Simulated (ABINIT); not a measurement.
# LiH (Fm-3m): G0W0 in ABINIT against the bands in the self-energy

Wanted: the cheapest bands in the self-energy that holds the gap of LiH (Fm-3m).

Calculated with ABINIT 10.8.3; PBE and many-body steps on it, plane waves.

The database entry behind the starting cell differs from later determinations by our own check (the deuteride, about 0.2 % short), so it need not match the best structure at ambient conditions.

### 1. Starting point

Symmetry: Fm-3m, No. 225, cubic system. The conventional cell has a = 4.074 Å, b = 4.074 Å, c = 4.074 Å, α = 90.00°, β = 90.00°, γ = 90.00°. Nearest to Li lie 6 H at 2.04 Å. Nearest to H lie 6 Li at 2.04 Å. Farther neighbours are not listed.

As a file:

```cif
data_structure
_symmetry_space_group_name_H-M 'P 1'
_symmetry_Int_Tables_number 1
_cell_length_a 2.8804
_cell_length_b 2.8804
_cell_length_c 2.8804
_cell_angle_alpha 60.000
_cell_angle_beta 60.000
_cell_angle_gamma 60.000
_cell_volume 16.90
loop_
_atom_site_label
_atom_site_type_symbol
_atom_site_fract_x
_atom_site_fract_y
_atom_site_fract_z
_atom_site_occupancy
Li1 Li 0.00000 0.00000 0.00000 1
H2 H 0.50000 0.50000 0.50000 1
```

The cell and positions come from the Crystallography Open Database and are kept as given unless a step says otherwise.

### 2. Screening, 8×8×8 mesh, 308 bands, screening to 435.4 eV

This step: ABINIT 10.8.3; RPA screening on PBE, plane waves, norm-conserving pseudopotentials.

The RPA dielectric matrix is built and inverted for each q.

run.abi reads:

```
acell 3*1.0 Angstrom
rprim 
  -0.000000000000 2.036750000000 2.036750000000
  2.036750000000 -0.000000000000 2.036750000000
  2.036750000000 2.036750000000 -0.000000000000
ntypat 2
znucl 3 1
natom 2
typat 1 2
xred 
  0.000000000000 0.000000000000 0.000000000000
  0.500000000000 0.500000000000 0.500000000000
pp_dirpath "pseudos"
pseudos "Li.upf, H.upf"
ecut 33
ngkpt 8 8 8
nshiftk 1
shiftk 0 0 0
kptopt 1
chksymbreak 0
istwfk *1
occopt 1
irdwfk 1
optdriver 3
nband 308
ecuteps 16
inclvkb 2
awtr 1
symchi 1
indata_prefix "in"
outdata_prefix "out"
tmpdata_prefix "tmp"
```

Launch:

```sh
$ OMP_NUM_THREADS=1 mpirun -n 4 abinit run.abi > log
```

The program printed:

```text
.Version 10.8.3 of ABINIT. v10.8.2 released Aug 2026.

 Symmetries : space group Fm -3 m (#225); Bravais cF (face-center cubic)
[... echo of the input left out ...]
== DATASET  1 ==================================================================
-   mpi_nproc: 4, omp_nthreads: 1 (-1 if OMP is not activated)

--- !DatasetInfo
iteration_state: {dtset: 1, }
dimensions: {natom: 2, nkpt: 29, mband: 308, nsppol: 1, nspinor: 1, nspden: 1, mpw: 1056, }
cutoff_energies: {ecut:  33.0, pawecutdg:  -1.0, }
electrons: {nelect:   4.00000000E+00, charge:   0.00000000E+00, occopt:   1.00000000E+00, tsmear:   1.00000000E-02, }

 SCREENING: Calculation of the susceptibility and dielectric matrices

 Based on a program developped by R.W. Godby, V. Olevano, G. Onida, and L. Reining.
 Incorporated in ABINIT by V. Olevano, G.-M. Rignanese, and M. Torrent.
.Using double precision arithmetic ; gwpc =  8

[... cell and pseudopotentials left out ...]
--------------------------------------------------------------------------------

 ==== K-mesh for the wavefunctions ====
 Number of points in the irreducible wedge :    29
[... list of points left out ...]
 Together with 48 symmetry operations and time-reversal symmetry
 yields   512 points in the full Brillouin Zone.

 ==== Q-mesh for the screening function ====
 Number of points in the irreducible wedge :    29
[... list of points left out ...]
 Together with 48 symmetry operations and time-reversal symmetry
 yields   512 points in the full Brillouin Zone.

 setmesh: FFT mesh size selected  =    24x   24x   24
          total number of points  =        13824

 vcoul_init : cutoff-mode = AUXILIARY_FUNCTION
 q-points for optical limit:   1
     1)      0.000010    0.000020    0.000030

- screening: taking advantage of time-reversal symmetry
- Maximum band index for partially occupied states nbvw = 2
- Remaining bands to be divided among processors   nbcw = 306
- Number of bands treated by each node ~76

 Number of electrons calculated from density =    4.0000; Expected =    4.0000
 average of density, n =  0.035077
 r_s =    1.8951
 omega_plasma =   18.0662 [eV]

 calculating chi0 at frequencies [eV] :
  1    0.000000E+00    0.000000E+00
  2    0.000000E+00    1.806615E+01

--------------------------------------------------------------------------------
  q-point number  1        q = ( 0.000000, 0.000000, 0.000000) [r.l.u.]
--------------------------------------------------------------------------------
[... chi0 elements left out ...]
 For q-point:  0.000010 0.000020 0.000030
  dielectric constant =   4.0088
  dielectric constant without local fields =   4.4048

  Average fulfillment of the sum rule on Im[epsilon] for q-point    1 :    103.13  [%]
[... wings left out ...]
  q-point number  2        q = ( 0.125000, 0.000000, 0.000000) [r.l.u.]
--------------------------------------------------------------------------------
[... chi0 elements left out ...]
  Average fulfillment of the sum rule on Im[epsilon] for q-point    2 :    105.27  [%]

 [... 27 further q-points ...]
```

Wall time 5.2 min (4 MPI ranks of AMD EPYC 7R43, shared host); peak memory 3.2 GiB; 21 min of CPU time.

Numbers from this step:

- ε∞ with local fields, on this mesh, along the program's q direction: 4.009
- the same without local fields: 4.405
- plasma frequency: 18.07 eV
- plane waves in the screening matrix: 339

Local fields lower ε∞ by 9 %.

### 3. 10 bands

This step: G0W0 on PBE, plane waves, norm-conserving pseudopotentials.

run.abi: that of step 2 with these lines changed.

```diff
@@ -23,8 +23,17 @@
 irdwfk 1
-optdriver 3
-nband 308
+optdriver 4
+nband 10
+gwcalctyp 0
+ecutsigx 33
+symsigma 1
+nkptgw 2
+kptgw 
+  0.5000000000 0.5000000000 0.0000000000
+  0.0000000000 0.0000000000 0.0000000000
+bdgw 
+  1 5
+  1 6
 ecuteps 16
-inclvkb 2
-awtr 1
-symchi 1
+irdscr 1
+ppmodel 1
 indata_prefix "in"
```

The program printed:

```text
.Version 10.8.3 of ABINIT. v10.8.2 released Aug 2026.

 Symmetries : space group Fm -3 m (#225); Bravais cF (face-center cubic)
[... echo of the input left out ...]
== DATASET  1 ==================================================================
-   mpi_nproc: 4, omp_nthreads: 1 (-1 if OMP is not activated)

--- !DatasetInfo
iteration_state: {dtset: 1, }
dimensions: {natom: 2, nkpt: 29, mband: 10, nsppol: 1, nspinor: 1, nspden: 1, mpw: 1056, }
cutoff_energies: {ecut:  33.0, pawecutdg:  -1.0, }
electrons: {nelect:   4.00000000E+00, charge:   0.00000000E+00, occopt:   1.00000000E+00, tsmear:   1.00000000E-02, }

 SIGMA: Calculation of the GW corrections

 Based on a program developped by R.W. Godby, V. Olevano, G. Onida, and L. Reining.
 Incorporated in ABINIT by V. Olevano, G.-M. Rignanese, and M. Torrent.
.Using double precision arithmetic ; gwpc =  8

[... cell and pseudopotentials left out ...]
--------------------------------------------------------------------------------

 ==== K-mesh for the wavefunctions ====
 Number of points in the irreducible wedge :    29
[... list of points left out ...]
 Together with 48 symmetry operations and time-reversal symmetry
 yields   512 points in the full Brillouin Zone.

 ==== Q-mesh for screening function ====
 Number of points in the irreducible wedge :    29
[... list of points left out ...]
 Together with 48 symmetry operations and time-reversal symmetry
 yields   512 points in the full Brillouin Zone.

 vcoul_init : cutoff-mode = AUXILIARY_FUNCTION
 q-points for optical limit:   1
     1)      0.000010    0.000020    0.000030
 setmesh: FFT mesh size selected  =    30x   30x   30
          total number of points  =        27000

 Number of electrons calculated from density =    4.0000; Expected =    4.0000
 average of density, n =  0.035077
 r_s =    1.8951
 omega_plasma =   18.0662 [eV]

 === KS Band Gaps ===
  >>>> For spin  1
   Minimum direct gap =   3.0221 [eV], located at k-point      :   0.5000  0.5000  0.0000
   Fundamental gap    =   3.0221 [eV], Top of valence bands at :   0.5000  0.5000  0.0000
                                       Bottom of conduction at :   0.5000  0.5000  0.0000
 SIGMA fundamental parameters:
 PLASMON POLE MODEL  1
 number of plane-waves for SigmaX                 1037
 number of plane-waves for SigmaC and W            339
 number of plane-waves for wavefunctions          1037
 number of bands                                    10
 number of independent spin polarizations            1
 number of spinorial components                      1
 number of k-points in IBZ                          29
 number of q-points in IBZ                          29
 number of symmetry operations                      48
 number of k-points in BZ                          512
 number of q-points in BZ                          512
 number of frequencies for dSigma/dE                 9
 frequency step for dSigma/dE [eV]                0.25
 number of omega for Sigma on real axis              0
 max omega for Sigma on real axis  [eV]           0.00
 zcut for avoiding poles [eV]                     0.10

 EPSILON^-1 parameters (SCR file):
 dimension of the eps^-1 matrix on file            339
 dimension of the eps^-1 matrix used               339
 number of plane-waves for wavefunctions          1037
 number of bands                                   308
 number of q-points in IBZ                          29
 number of frequencies                               2
 number of real frequencies                          1
 number of imag frequencies                          1

 matrix elements of self-energy operator (all in [eV])

 Perturbative Calculation

--- !SelfEnergy_ee
iteration_state: {dtset: 1, }
kpoint     : [   0.500,    0.500,    0.000, ]
spin       : 1
KS_gap     :    3.022
QP_gap     :    4.769
Delta_QP_KS:    1.747
data: !SigmaeeData |
     Band     E0 <VxcDFT>   SigX SigC(E0)      Z dSigC/dE  Sig(E)    E-E0       E
        1 -44.599 -25.708 -39.786   6.091   0.765  -0.307 -31.818  -6.110 -50.709
        2  -0.348 -11.306 -14.553   2.043   0.776  -0.288 -12.241  -0.934  -1.282
        3   2.674  -7.648  -3.711  -2.939   0.815  -0.227  -6.835   0.813   3.487
        4  10.239  -8.235  -2.670  -3.946   0.785  -0.274  -6.964   1.271  11.510
        5  10.239  -8.235  -2.670  -3.946   0.785  -0.274  -6.964   1.271  11.510

--- !SelfEnergy_ee
iteration_state: {dtset: 1, }
kpoint     : [   0.000,    0.000,    0.000, ]
spin       : 1
KS_gap     :   20.729
QP_gap     :   23.371
Delta_QP_KS:    2.642
data: !SigmaeeData |
     Band     E0 <VxcDFT>   SigX SigC(E0)      Z dSigC/dE  Sig(E)    E-E0       E
        1 -44.649 -25.626 -39.725   6.096   0.773  -0.294 -31.809  -6.183 -50.832
        2  -5.602  -9.916 -15.631   3.757   0.716  -0.396 -11.319  -1.402  -7.004
        3  15.128 -11.718  -4.656  -5.202   0.666  -0.501 -10.479   1.239  16.367
        4  17.057  -8.964  -2.438  -4.535   0.727  -0.375  -7.516   1.448  18.505
        5  17.057  -8.964  -2.438  -4.535   0.727  -0.375  -7.516   1.448  18.505
        6  17.057  -8.964  -2.438  -4.535   0.727  -0.375  -7.516   1.448  18.505

== END DATASET(S) ==============================================================
================================================================================

 -outvars: echo values of variables after computation  --------
           etotal      0.0000000000E+00
            nband          10
             nkpt          29
          spgroup         225
 [... the other variables as echoed above ...]

 Calculation completed.
```

It took 10 s on 4 MPI ranks; peak memory 1.3 GiB; 39 s of CPU time.

This step gave:

```
G0W0 gap on the points computed              : 4.769 eV
starting gap on the mesh                     : 3.022 eV
k of the valence top                         : 0.5, 0.5, 0
k of the conduction bottom                   : 0.5, 0.5, 0
Z at the valence top                         : 0.776
Z at the conduction bottom                   : 0.815
least direct G0W0 gap on the computed points : 4.769 eV
```

### 4. 11 bands

run.abi: that of step 3 with these lines changed.

```diff
@@ -24,3 +24,3 @@
 optdriver 4
-nband 10
+nband 11
 gwcalctyp 0
```

The program printed:

```text
.Version 10.8.3 of ABINIT. v10.8.2 released Aug 2026.

 Symmetries : space group Fm -3 m (#225); Bravais cF (face-center cubic)
[... echo of the input left out ...]
== DATASET  1 ==================================================================
-   mpi_nproc: 4, omp_nthreads: 1 (-1 if OMP is not activated)

--- !DatasetInfo
iteration_state: {dtset: 1, }
dimensions: {natom: 2, nkpt: 29, mband: 11, nsppol: 1, nspinor: 1, nspden: 1, mpw: 1056, }
cutoff_energies: {ecut:  33.0, pawecutdg:  -1.0, }
electrons: {nelect:   4.00000000E+00, charge:   0.00000000E+00, occopt:   1.00000000E+00, tsmear:   1.00000000E-02, }

 SIGMA: Calculation of the GW corrections

 Based on a program developped by R.W. Godby, V. Olevano, G. Onida, and L. Reining.
 Incorporated in ABINIT by V. Olevano, G.-M. Rignanese, and M. Torrent.
.Using double precision arithmetic ; gwpc =  8

[... cell and pseudopotentials left out ...]
--------------------------------------------------------------------------------

 ==== K-mesh for the wavefunctions ====
 Number of points in the irreducible wedge :    29
[... list of points left out ...]
 Together with 48 symmetry operations and time-reversal symmetry
 yields   512 points in the full Brillouin Zone.

 ==== Q-mesh for screening function ====
 Number of points in the irreducible wedge :    29
[... list of points left out ...]
 Together with 48 symmetry operations and time-reversal symmetry
 yields   512 points in the full Brillouin Zone.

 vcoul_init : cutoff-mode = AUXILIARY_FUNCTION
 q-points for optical limit:   1
     1)      0.000010    0.000020    0.000030
 setmesh: FFT mesh size selected  =    30x   30x   30
          total number of points  =        27000

 Number of electrons calculated from density =    4.0000; Expected =    4.0000
[...]
number of omega for Sigma on real axis              0
 max omega for Sigma on real axis  [eV]           0.00
 zcut for avoiding poles [eV]                     0.10

 EPSILON^-1 parameters (SCR file):
 dimension of the eps^-1 matrix on file            339
 dimension of the eps^-1 matrix used               339
 number of plane-waves for wavefunctions          1037
 number of bands                                   308
 number of q-points in IBZ                          29
 number of frequencies                               2
 number of real frequencies                          1
 number of imag frequencies                          1

 matrix elements of self-energy operator (all in [eV])

 Perturbative Calculation

--- !SelfEnergy_ee
iteration_state: {dtset: 1, }
kpoint     : [   0.500,    0.500,    0.000, ]
spin       : 1
KS_gap     :    3.022
QP_gap     :    4.778
Delta_QP_KS:    1.756
data: !SigmaeeData |
     Band     E0 <VxcDFT>   SigX SigC(E0)      Z dSigC/dE  Sig(E)    E-E0       E
        1 -44.599 -25.708 -39.786   6.071   0.765  -0.307 -31.833  -6.125 -50.723
        2  -0.348 -11.306 -14.553   1.986   0.776  -0.289 -12.284  -0.978  -1.326
        3   2.674  -7.648  -3.711  -2.981   0.814  -0.228  -6.870   0.778   3.452
[...]
--- !SelfEnergy_ee
iteration_state: {dtset: 1, }
kpoint     : [   0.000,    0.000,    0.000, ]
spin       : 1
KS_gap     :   20.729
QP_gap     :   23.350
Delta_QP_KS:    2.620
data: !SigmaeeData |
     Band     E0 <VxcDFT>   SigX SigC(E0)      Z dSigC/dE  Sig(E)    E-E0       E
[...]
5  17.057  -8.964  -2.438  -4.648   0.726  -0.378  -7.601   1.363  18.419
        6  17.057  -8.964  -2.438  -4.648   0.726  -0.378  -7.601   1.363  18.419

== END DATASET(S) ==============================================================
================================================================================

 -outvars: echo values of variables after computation  --------
           etotal      0.0000000000E+00
            nband          11
             nkpt          29
          spgroup         225
 [... the other variables as echoed above ...]

 Calculation completed.
```

Wall time 10 s (4 MPI ranks); peak memory 1.3 GiB.

This step gave:

| Item | Value |
| --- | --- |
| G0W0 gap on the points computed | 4.778 eV |
| starting gap on the mesh | 3.022 eV |
| k of the valence top | 0.5, 0.5, 0 |
| k of the conduction bottom | 0.5, 0.5, 0 |
| Z at the valence top | 0.776 |
| Z at the conduction bottom | 0.814 |
| least direct G0W0 gap on the computed points | 4.778 eV |

### 5. 29 bands

run.abi: that of step 4 with these lines changed.

```diff
@@ -24,3 +24,3 @@
 optdriver 4
-nband 11
+nband 29
 gwcalctyp 0
```

The program printed:

```text
.Version 10.8.3 of ABINIT. v10.8.2 released Aug 2026.

 Symmetries : space group Fm -3 m (#225); Bravais cF (face-center cubic)
[... echo of the input left out ...]
== DATASET  1 ==================================================================
-   mpi_nproc: 4, omp_nthreads: 1 (-1 if OMP is not activated)

--- !DatasetInfo
iteration_state: {dtset: 1, }
dimensions: {natom: 2, nkpt: 29, mband: 29, nsppol: 1, nspinor: 1, nspden: 1, mpw: 1056, }
cutoff_energies: {ecut:  33.0, pawecutdg:  -1.0, }
electrons: {nelect:   4.00000000E+00, charge:   0.00000000E+00, occopt:   1.00000000E+00, tsmear:   1.00000000E-02, }

 SIGMA: Calculation of the GW corrections

 Based on a program developped by R.W. Godby, V. Olevano, G. Onida, and L. Reining.
 Incorporated in ABINIT by V. Olevano, G.-M. Rignanese, and M. Torrent.
.Using double precision arithmetic ; gwpc =  8

[... cell and pseudopotentials left out ...]
--------------------------------------------------------------------------------

 ==== K-mesh for the wavefunctions ====
 Number of points in the irreducible wedge :    29
[... list of points left out ...]
 Together with 48 symmetry operations and time-reversal symmetry
 yields   512 points in the full Brillouin Zone.

 ==== Q-mesh for screening function ====
 Number of points in the irreducible wedge :    29
[... list of points left out ...]
 Together with 48 symmetry operations and time-reversal symmetry
 yields   512 points in the full Brillouin Zone.

 vcoul_init : cutoff-mode = AUXILIARY_FUNCTION
 q-points for optical limit:   1
     1)      0.000010    0.000020    0.000030
 setmesh: FFT mesh size selected  =    30x   30x   30
          total number of points  =        27000

 Number of electrons calculated from density =    4.0000; Expected =    4.0000
[...]
number of omega for Sigma on real axis              0
 max omega for Sigma on real axis  [eV]           0.00
 zcut for avoiding poles [eV]                     0.10

 EPSILON^-1 parameters (SCR file):
 dimension of the eps^-1 matrix on file            339
 dimension of the eps^-1 matrix used               339
 number of plane-waves for wavefunctions          1037
 number of bands                                   308
 number of q-points in IBZ                          29
 number of frequencies                               2
 number of real frequencies                          1
 number of imag frequencies                          1

 matrix elements of self-energy operator (all in [eV])

 Perturbative Calculation

--- !SelfEnergy_ee
iteration_state: {dtset: 1, }
kpoint     : [   0.500,    0.500,    0.000, ]
spin       : 1
KS_gap     :    3.022
QP_gap     :    4.905
Delta_QP_KS:    1.883
data: !SigmaeeData |
     Band     E0 <VxcDFT>   SigX SigC(E0)      Z dSigC/dE  Sig(E)    E-E0       E
        1 -44.599 -25.708 -39.786   5.822   0.764  -0.309 -32.015  -6.307 -50.906
        2  -0.348 -11.306 -14.553   1.564   0.772  -0.295 -12.606  -1.300  -1.648
        3   2.674  -7.648  -3.711  -3.218   0.812  -0.232  -7.064   0.584   3.258
[...]
--- !SelfEnergy_ee
iteration_state: {dtset: 1, }
kpoint     : [   0.000,    0.000,    0.000, ]
spin       : 1
KS_gap     :   20.729
QP_gap     :   22.988
Delta_QP_KS:    2.259
data: !SigmaeeData |
     Band     E0 <VxcDFT>   SigX SigC(E0)      Z dSigC/dE  Sig(E)    E-E0       E
[...]
5  17.057  -8.964  -2.438  -5.233   0.719  -0.390  -8.034   0.930  17.986
        6  17.057  -8.964  -2.438  -5.233   0.719  -0.390  -8.034   0.930  17.986

== END DATASET(S) ==============================================================
================================================================================

 -outvars: echo values of variables after computation  --------
           etotal      0.0000000000E+00
            nband          29
             nkpt          29
          spgroup         225
 [... the other variables as echoed above ...]

 Calculation completed.
```

It took 22 s on 4 MPI ranks; peak memory 1.4 GiB; 86 s of CPU time.

This step gave:

| Item | Value |
| --- | --- |
| G0W0 gap on the points computed | 4.906 eV |
| starting gap on the mesh | 3.022 eV |
| k of the valence top | 0.5, 0.5, 0 |
| k of the conduction bottom | 0.5, 0.5, 0 |
| Z at the valence top | 0.772 |
| Z at the conduction bottom | 0.812 |
| least direct G0W0 gap on the computed points | 4.906 eV |

[end of part 1 of 2]

[Paths, hosts, dates, memory and timing lines, banners, echoed tables and standing remarks are left out of the program output.]

[Logs are printed without paths, hosts, clocks, repeated set-up lines and the standing remarks that a program may print on its own settings, such as how far it seeks lower states.]

[Runs of the session that timed out or met a known fault of the program may be left out.]

[No measured gap is set beside runs whose start may be inverted or whose files or cutoffs have a known fault.]

[Hosts, paths, dates, database ids (printed as entryN), source tags and the programs' standing remarks are cut or masked in the printed files.]

[G0W0 gaps are taken among the corrected bands and points alone; a level outside them can change the order at an edge.]

[Where Ansatz stands beside ABINIT at settings called matched, ABINIT's density can come from a denser mesh and the files from another edition; pairs whose starting gaps differed by over 0.03 eV were left out, so agreement reads better than it is.]
